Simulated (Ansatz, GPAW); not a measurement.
# A 6-layer slab of Al(111): converging a work function, part 2 of 3

How do cutoff, mesh, smearing and the dipole layer change the work function of a 6-layer slab of Al(111)?

GPAW 26.7.0 and Ansatz 0.2.0; Ansatz plane waves; slab in vacuum with a dipole correction, relaxation (the session's first sound run).

So far, upper work function (eV): step 2 (relaxation) 4.04.

### 3. The slab's potential

The work function is the vacuum plateau of the electrostatic potential less the Fermi level; a dipole layer lets the two faces have plateaus of their own.

This step: GPAW, PAW setups; slab in vacuum (GPAW 26.7.0).

run.py

```python
import json
import numpy as np
from ase import Atoms
from gpaw import GPAW, PW

slab = Atoms(
    ['Al', 'Al', 'Al', 'Al', 'Al', 'Al'],
    positions=[
        [1.43189, 0.82670, 7.00000],
        [2.86378, 1.65341, 9.33827],
        [0.00000, 0.00000, 11.67654],
        [1.43189, 0.82670, 14.00142],
        [2.86378, 1.65341, 16.32001],
        [-0.00000, -0.00000, 18.66906]],
    cell=[[2.86378, 0.0, 0.0], [1.43189, 2.48011, 0.0], [0.0, 0.0, 25.69134]],
    pbc=[True, True, False])

slab.calc = GPAW(mode=PW(400), xc='PBE', kpts={'size': (13, 13, 1), 'gamma': True},
                 occupations={'name': 'fermi-dirac', 'width': 0.1}, nbands='140%',
                 convergence={'density': 1e-05}, maxiter=200,
                 poissonsolver={'dipolelayer': 'xy'},
                 symmetry={'tolerance': 1e-3}, txt='slab.txt')
result = {}
energy = slab.get_potential_energy()
fermi = slab.calc.get_fermi_level()
v = slab.calc.get_electrostatic_potential().mean((0, 1)) - fermi
n = slab.calc.get_pseudo_density().mean((0, 1))
L = slab.cell[2, 2]
z = np.arange(len(v)) * L / len(v)
low, high = slab.positions[:, 2].min(), slab.positions[:, 2].max()
below, above = np.interp([low - 4.8, high + 4.8], z, v)
slopes = [np.interp(x, z, np.gradient(v, z)) for x in (low - 4.8, high + 4.8)]
eps = np.array([[slab.calc.get_eigenvalues(k, s) for k in range(len(slab.calc.get_ibz_k_points()))]
                for s in range(slab.calc.get_number_of_spins())]) - fermi
top, bottom = eps[eps < 0].max(), eps[eps > 0].min()
dipole = slab.get_dipole_moment()[2]
print(f'energy {energy:.4f} eV, Fermi level {fermi:.4f} eV, dipole {dipole:.5f} e A')
print(f'potential 4.8 A off the faces, from the Fermi level: lower {below:.4f} eV, upper {above:.4f} eV')
print(f'slope of the potential there: lower {slopes[0]:.5f}, upper {slopes[1]:.5f} eV/A')
print(f'nearest levels on the mesh: {top:.4f} and {bottom:.4f} eV')
print('magnetic moment', round(slab.get_magnetic_moment(), 3))
result.update(energy=energy, fermi=fermi, dipole=dipole, below=below, above=above, slopes=slopes, edges=[top, bottom],
              z=z.tolist(), v=v.tolist(), n=n.tolist(), positions=slab.positions.tolist(),
              forces=slab.get_forces(apply_constraint=False).tolist(), moments=slab.get_magnetic_moments().tolist())
json.dump(result, open('result.json', 'w'))
```

Launch:

```
$ OMP_NUM_THREADS=1 OPENBLAS_NUM_THREADS=1 python run.py
```

What it wrote:

```text
energy -21.6743 eV, Fermi level 2.0729 eV, dipole 0.00023 e A
potential 4.8 A off the faces, from the Fermi level: lower 4.0512 eV, upper 4.0443 eV
slope of the potential there: lower -0.00072, upper 0.00077 eV/A
nearest levels on the mesh: -0.0164 and 0.0367 eV
magnetic moment 0.0
```

Run time: 37 s. Hardware: 1 thread of Intel Xeon Platinum 8488C (Sapphire Rapids), shared host; peak memory 0.17 GiB.

This step gave:

* dipole along the normal: 2.30e-4 e·Å
* levels nearest the Fermi level on the mesh: -0.01637, 0.03673 eV from the Fermi level
* upper work function: 4.044 eV
* lower work function: 4.051 eV

The electrostatic potential energy of an electron (without an applied field's), less the Fermi level, planar mean oscillates, so the rows of the table below give means over windows of 2.36 Å about each position, cut where the curve ends. Its maxima inside the range that stand out by 2 % of the span (Å: eV): 8.1: -0.482, 10.5: -0.447, 12.8: -0.524, 15.2: -0.579, 17.4: -0.432. Its minima: 7.0: -15.7, 9.3: -15.9, 11.7: -15.9, 14.0: -15.9, 16.3: -15.8, 18.6: -15.8.

Table of electrostatic potential energy of an electron (without an applied field's), less the Fermi level, planar mean by z; means over each step:

```
z (Å)  electrostatic potential energy of an electron (without an applied field's), less the Fermi level, planar mean (eV)
 1.18                                                                                                                4.05
 3.54                                                                                                                4.02
 5.90                                                                                                               -2.38
 8.26                                                                                                               -7.14
10.62                                                                                                               -7.14
12.98                                                                                                               -7.22
15.34                                                                                                               -7.27
17.70                                                                                                               -7.05
20.06                                                                                                             -0.0420
22.42                                                                                                                4.03
24.78                                                                                                                4.04
```

The pseudo valence density, planar mean oscillates, so the rows of the table below give means over windows of 0.5 Å about each position, cut where the curve ends. Its maxima inside the range that stand out by 2 % of the span (Å: e/Å³): 6.64: 0.188, 7.49: 0.198, 8.78: 0.201, 9.85: 0.201, 11.13: 0.199, 12.20: 0.202, 13.49: 0.202, 14.56: 0.200, 15.84: 0.201, 16.91: 0.199, 18.20: 0.197, 19.05: 0.189. Its minima: 7.07: 0.147, 8.14: 0.176, 9.42: 0.145, 10.49: 0.177, 11.78: 0.149, 12.85: 0.178, 13.92: 0.147, 15.20: 0.180, 16.27: 0.142, 17.56: 0.174, 18.63: 0.145.

Table of pseudo valence density, planar mean by z; means over each step:

```csv
z (Å),"pseudo valence density, planar mean (e/Å³)"
2.0,6.6e-6
2.5,2.3e-5
3.0,8.5e-5
3.5,3.1e-4
4.0,0.00108
4.5,0.00395
5.0,0.0139
5.5,0.0425
6.0,0.108
6.5,0.173
7.0,0.160
7.5,0.189
8.0,0.180
8.5,0.188
9.0,0.180
9.5,0.164
10.0,0.192
10.5,0.180
11.0,0.190
11.5,0.166
12.0,0.181
12.5,0.189
13.0,0.183
13.5,0.192
14.0,0.160
14.5,0.190
15.0,0.184
15.5,0.190
16.0,0.179
16.5,0.165
17.0,0.192
17.5,0.177
18.0,0.188
18.5,0.167
19.0,0.174
19.5,0.135
20.0,0.0603
20.5,0.0209
21.0,0.00593
21.5,0.00169
22.0,4.8e-4
22.5,1.3e-4
23.0,3.6e-5
23.5,1.0e-5
```

Force by atom:

```csv
atom,x (eV/Å),y (eV/Å),z (eV/Å),size
Al1,0.0000,0.0000,-0.0338,0.0338
Al2,0.0000,0.0000,0.0772,0.0772
Al3,0.0000,0.0000,-0.0493,0.0493
Al4,0.0000,0.0000,-0.0003,0.0003
Al5,0.0000,0.0000,0.0012,0.0012
Al6,0.0000,0.0000,0.0044,0.0044
```

The potential is flat to 7.7e-4 eV/Å where it is read, so the vacuum is wide enough. The geometry is the other program's minimum; here the largest force on a free atom is 0.0044 eV/Å.

### 4. Cutoff 200

The cutoff limits how sharply the smooth valence waves can vary, which tells mostly near the atoms.

run.py, as its differences from that of step 3:

```diff
@@ -17,3 +17,3 @@
 
-slab.calc = GPAW(mode=PW(400), xc='PBE', kpts={'size': (13, 13, 1), 'gamma': True},
+slab.calc = GPAW(mode=PW(200), xc='PBE', kpts={'size': (13, 13, 1), 'gamma': True},
                  occupations={'name': 'fermi-dirac', 'width': 0.1}, nbands='140%',
```

What it wrote:

```text
energy -21.6532 eV, Fermi level 2.0737 eV, dipole 0.00024 e A
potential 4.8 A off the faces, from the Fermi level: lower 4.0509 eV, upper 4.0440 eV
slope of the potential there: lower -0.00073, upper 0.00076 eV/A
nearest levels on the mesh: -0.0166 and 0.0368 eV
magnetic moment 0.0
```

Wall time 14 s (1 thread); peak memory 0.14 GiB.

The run finished. A setting was moved off its sound value on purpose, so it serves as a test and not as the result.

The fault put into the input: a cutoff under that of the base run: the energy of the cell lies 0.021 eV from the base value (ecut = 200).

Side by side:

```csv
quantity,this run,sound run,difference
upper work function (eV),4.0440,4.0443,-3.3e-4
lower work function (eV),4.0509,4.0512,-2.7e-4
```

### 5. Cutoff 300

The cutoff limits how sharply the smooth valence waves can vary, which tells mostly near the atoms.

run.py, as its differences from that of step 4:

```diff
@@ -17,3 +17,3 @@
 
-slab.calc = GPAW(mode=PW(200), xc='PBE', kpts={'size': (13, 13, 1), 'gamma': True},
+slab.calc = GPAW(mode=PW(300), xc='PBE', kpts={'size': (13, 13, 1), 'gamma': True},
                  occupations={'name': 'fermi-dirac', 'width': 0.1}, nbands='140%',
```

What it wrote:

```text
energy -21.6698 eV, Fermi level 2.0731 eV, dipole 0.00023 e A
potential 4.8 A off the faces, from the Fermi level: lower 4.0511 eV, upper 4.0443 eV
slope of the potential there: lower -0.00072, upper 0.00071 eV/A
nearest levels on the mesh: -0.0164 and 0.0367 eV
magnetic moment 0.0
```

Wall time 19 s (1 thread); peak memory 0.16 GiB.

The run finished. A setting was moved off its sound value on purpose, so it serves as a test and not as the result.

The fault put into the input: a cutoff under that of the base run: the energy of the cell lies 0.0045 eV from the base value (ecut = 300).

Side by side:

| quantity | this run | sound run | difference |
| --- | --- | --- | --- |
| upper work function (eV) | 4.0443 | 4.0443 | -1.5e-5 |
| lower work function (eV) | 4.0511 | 4.0512 | -1.2e-4 |

### 6. Cutoff 700: ecut = 700

The cutoff limits how sharply the smooth valence waves can vary, which tells mostly near the atoms.

run.py, as its differences from that of step 5:

```diff
@@ -17,3 +17,3 @@
 
-slab.calc = GPAW(mode=PW(300), xc='PBE', kpts={'size': (13, 13, 1), 'gamma': True},
+slab.calc = GPAW(mode=PW(700), xc='PBE', kpts={'size': (13, 13, 1), 'gamma': True},
                  occupations={'name': 'fermi-dirac', 'width': 0.1}, nbands='140%',
```

What it wrote:

```text
energy -21.6780 eV, Fermi level 2.0727 eV, dipole 0.00023 e A
potential 4.8 A off the faces, from the Fermi level: lower 4.0514 eV, upper 4.0447 eV
slope of the potential there: lower -0.00072, upper 0.00072 eV/A
nearest levels on the mesh: -0.0163 and 0.0367 eV
magnetic moment 0.0
```

The job ended after 1.7 min (1 thread; peak memory 0.27 GiB).

This step gave:

* dipole along the normal: 2.27e-4 e·Å
* levels nearest the Fermi level on the mesh: -0.01634, 0.03671 eV from the Fermi level
* upper work function: 4.045 eV

The electrostatic potential energy of an electron (without an applied field's), less the Fermi level, planar mean oscillates, so the rows of the table below give means over windows of 2.33 Å about each position, cut where the curve ends. Its maxima inside the range that stand out by 2 % of the span (Å: eV): 8.2: -0.466, 10.5: -0.446, 12.8: -0.524, 15.2: -0.557, 17.5: -0.404. Its minima: 7.0: -15.8, 9.3: -15.9, 11.6: -15.9, 14.0: -15.9, 16.3: -15.9, 18.7: -15.8.

The electrostatic potential energy of an electron (without an applied field's), less the Fermi level, planar mean by z; means over each step:

z (Å), electrostatic potential energy of an electron (without an applied field's), less the Fermi level, planar mean (eV) and a bar from the least value:
```
     1.17        4.1 ##############################
     3.50        4.0 ##############################
     5.83       -1.7 ###############
     8.16       -7.0 
    10.48       -7.0 
    12.82       -7.1 
    15.14       -7.2 
    17.48       -6.9 #
    19.80       -2.0 ##############
    22.13        4.0 ##############################
    24.46        4.0 ##############################
```

The pseudo valence density, planar mean oscillates, so the rows of the table below give means over windows of 1 Å about each position, cut where the curve ends. Its maxima inside the range that stand out by 2 % of the span (Å: e/Å³): 6.6: 0.190, 7.5: 0.198, 8.8: 0.201, 9.8: 0.199, 11.1: 0.197, 12.2: 0.202, 13.5: 0.202, 14.5: 0.198, 15.7: 0.201, 16.9: 0.200, 18.1: 0.197, 19.1: 0.190. Its minima: 7.1: 0.147, 8.2: 0.176, 9.3: 0.141, 10.6: 0.177, 11.7: 0.143, 12.8: 0.178, 14.0: 0.143, 15.1: 0.180, 16.4: 0.142, 17.5: 0.174, 18.6: 0.145.

Pseudo valence density, planar mean against z; means over each step:

| z (Å) | pseudo valence density, planar mean (e/Å³) |
| --- | --- |
| 2 | 7.8e-6 |
| 3 | 1.0e-4 |
| 4 | 0.00129 |
| 5 | 0.0159 |
| 6 | 0.109 |
| 7 | 0.172 |
| 8 | 0.183 |
| 9 | 0.176 |
| 10 | 0.186 |
| 11 | 0.185 |
| 12 | 0.177 |
| 13 | 0.186 |
| 14 | 0.173 |
| 15 | 0.187 |
| 16 | 0.176 |
| 17 | 0.185 |
| 18 | 0.183 |
| 19 | 0.165 |
| 20 | 0.0651 |
| 21 | 0.00712 |
| 22 | 5.6e-4 |
| 23 | 4.3e-5 |
| 24 | 3.3e-6 |

Force by atom:

| atom | x (eV/Å) | y (eV/Å) | z (eV/Å) | size |
| --- | --- | --- | --- | --- |
| Al1 | 0.0000 | 0.0000 | -0.0336 | 0.0336 |
| Al2 | 0.0000 | 0.0000 | 0.0773 | 0.0773 |
| Al3 | 0.0000 | 0.0000 | -0.0491 | 0.0491 |
| Al4 | 0.0000 | 0.0000 | -0.0002 | 0.0002 |
| Al5 | 0.0000 | 0.0000 | 0.0013 | 0.0013 |
| Al6 | 0.0000 | 0.0000 | 0.0044 | 0.0044 |

The upper face's work function is 4.045 eV, against 4.044 eV in the first plane-wave PBE run at this geometry.

### 7. K mesh 4×4

The mesh in the plane samples the bands: a metal's Fermi level needs it dense, and band edges must lie on it.

run.py, as its differences from that of step 6:

```diff
@@ -17,3 +17,3 @@
 
-slab.calc = GPAW(mode=PW(700), xc='PBE', kpts={'size': (13, 13, 1), 'gamma': True},
+slab.calc = GPAW(mode=PW(400), xc='PBE', kpts={'size': (4, 4, 1), 'gamma': True},
                  occupations={'name': 'fermi-dirac', 'width': 0.1}, nbands='140%',
```

What it wrote:

```text
energy -20.9306 eV, Fermi level 2.0584 eV, dipole 0.00035 e A
potential 4.8 A off the faces, from the Fermi level: lower 4.0824 eV, upper 4.0725 eV
slope of the potential there: lower -0.00091, upper 0.00091 eV/A
nearest levels on the mesh: -0.1039 and 0.3595 eV
magnetic moment 0.0
```

Elapsed: 14 s, on 1 thread; peak memory 0.16 GiB.

The run finished with changed settings (kpts = [4, 4]); it serves as a test.

Side by side:

| quantity | this run | sound run | difference |
| --- | --- | --- | --- |
| upper work function (eV) | 4.0725 | 4.0443 | 0.0282 |
| lower work function (eV) | 4.0824 | 4.0512 | 0.0311 |

One result that differs is the lower work function, 4.08 eV against 4.05 eV.

### 8. K mesh 8×8

The mesh in the plane samples the bands: a metal's Fermi level needs it dense, and band edges must lie on it.

run.py, as its differences from that of step 7:

```diff
@@ -17,3 +17,3 @@
 
-slab.calc = GPAW(mode=PW(400), xc='PBE', kpts={'size': (4, 4, 1), 'gamma': True},
+slab.calc = GPAW(mode=PW(400), xc='PBE', kpts={'size': (8, 8, 1), 'gamma': True},
                  occupations={'name': 'fermi-dirac', 'width': 0.1}, nbands='140%',
```

What it wrote:

```text
energy -21.7229 eV, Fermi level 2.0292 eV, dipole 0.00016 e A
potential 4.8 A off the faces, from the Fermi level: lower 4.1104 eV, upper 4.1054 eV
slope of the potential there: lower -0.00074, upper 0.00071 eV/A
nearest levels on the mesh: -0.0567 and 0.1834 eV
magnetic moment 0.0
```

Wall time 17 s (1 thread); peak memory 0.17 GiB.

The run finished with changed settings (kpts = [8, 8]); it serves as a test.

The two runs compared:

```
                quantity  this run  sound run  difference
upper work function (eV)    4.1054     4.0443      0.0611
lower work function (eV)    4.1104     4.0512      0.0591
```

The two runs differ clearly in the upper work function: 4.11 eV against 4.04 eV.

### 9. K mesh 20×20: kpts = [20, 20]

The mesh in the plane samples the bands: a metal's Fermi level needs it dense, and band edges must lie on it.

run.py, as its differences from that of step 8:

```diff
@@ -17,3 +17,3 @@
 
-slab.calc = GPAW(mode=PW(400), xc='PBE', kpts={'size': (8, 8, 1), 'gamma': True},
+slab.calc = GPAW(mode=PW(400), xc='PBE', kpts={'size': (20, 20, 1), 'gamma': True},
                  occupations={'name': 'fermi-dirac', 'width': 0.1}, nbands='140%',
```

What it wrote:

```text
energy -21.6924 eV, Fermi level 2.0793 eV, dipole 0.00021 e A
potential 4.8 A off the faces, from the Fermi level: lower 4.0605 eV, upper 4.0543 eV
slope of the potential there: lower -0.00072, upper 0.00071 eV/A
nearest levels on the mesh: -0.0406 and 0.0221 eV
magnetic moment 0.0
```

It took 54 s on 1 thread; peak memory 0.22 GiB.

This step gave:

```yaml
dipole_along_the_normal: 2.06e-4 e·Å
levels_nearest_the_fermi_level_on_the_mesh: -0.04061, 0.02207 eV from the Fermi level
upper_work_function: 4.054 eV
lower_work_function: 4.060 eV
```

The electrostatic potential energy of an electron (without an applied field's), less the Fermi level, planar mean oscillates, so the rows of the table below give means over windows of 2.36 Å about each position, cut where the curve ends. Its maxima inside the range that stand out by 2 % of the span (Å: eV): 8.1: -0.487, 10.5: -0.470, 12.8: -0.573, 15.2: -0.603, 17.4: -0.435. Its minima: 7.0: -15.8, 9.3: -15.9, 11.7: -15.9, 14.0: -15.9, 16.3: -15.8, 18.6: -15.8.

Table of electrostatic potential energy of an electron (without an applied field's), less the Fermi level, planar mean by z; means over each step:

z (Å), electrostatic potential energy of an electron (without an applied field's), less the Fermi level, planar mean (eV) and a bar from the least value:
```
     1.18        4.1 ##############################
     3.54        4.0 ##############################
     5.90       -2.4 #############
     8.26       -7.2 
    10.62       -7.2 
    12.98       -7.3 
    15.34       -7.3 
    17.70       -7.1 #
    20.06        0.0 ###################
    22.42        4.0 ##############################
    24.78        4.1 ##############################
```

The upper face's work function is 4.054 eV, against 4.044 eV in the first plane-wave PBE run at this geometry.

(Part 2 of 3 ends here.)

[Logs are printed without paths, hosts, clocks, repeated set-up lines and the standing remarks that a program may print on its own settings, such as how far it seeks lower states.]

[Hosts, paths, dates, database ids (printed as entryN), source tags and the programs' standing remarks are cut or masked in the printed files.]
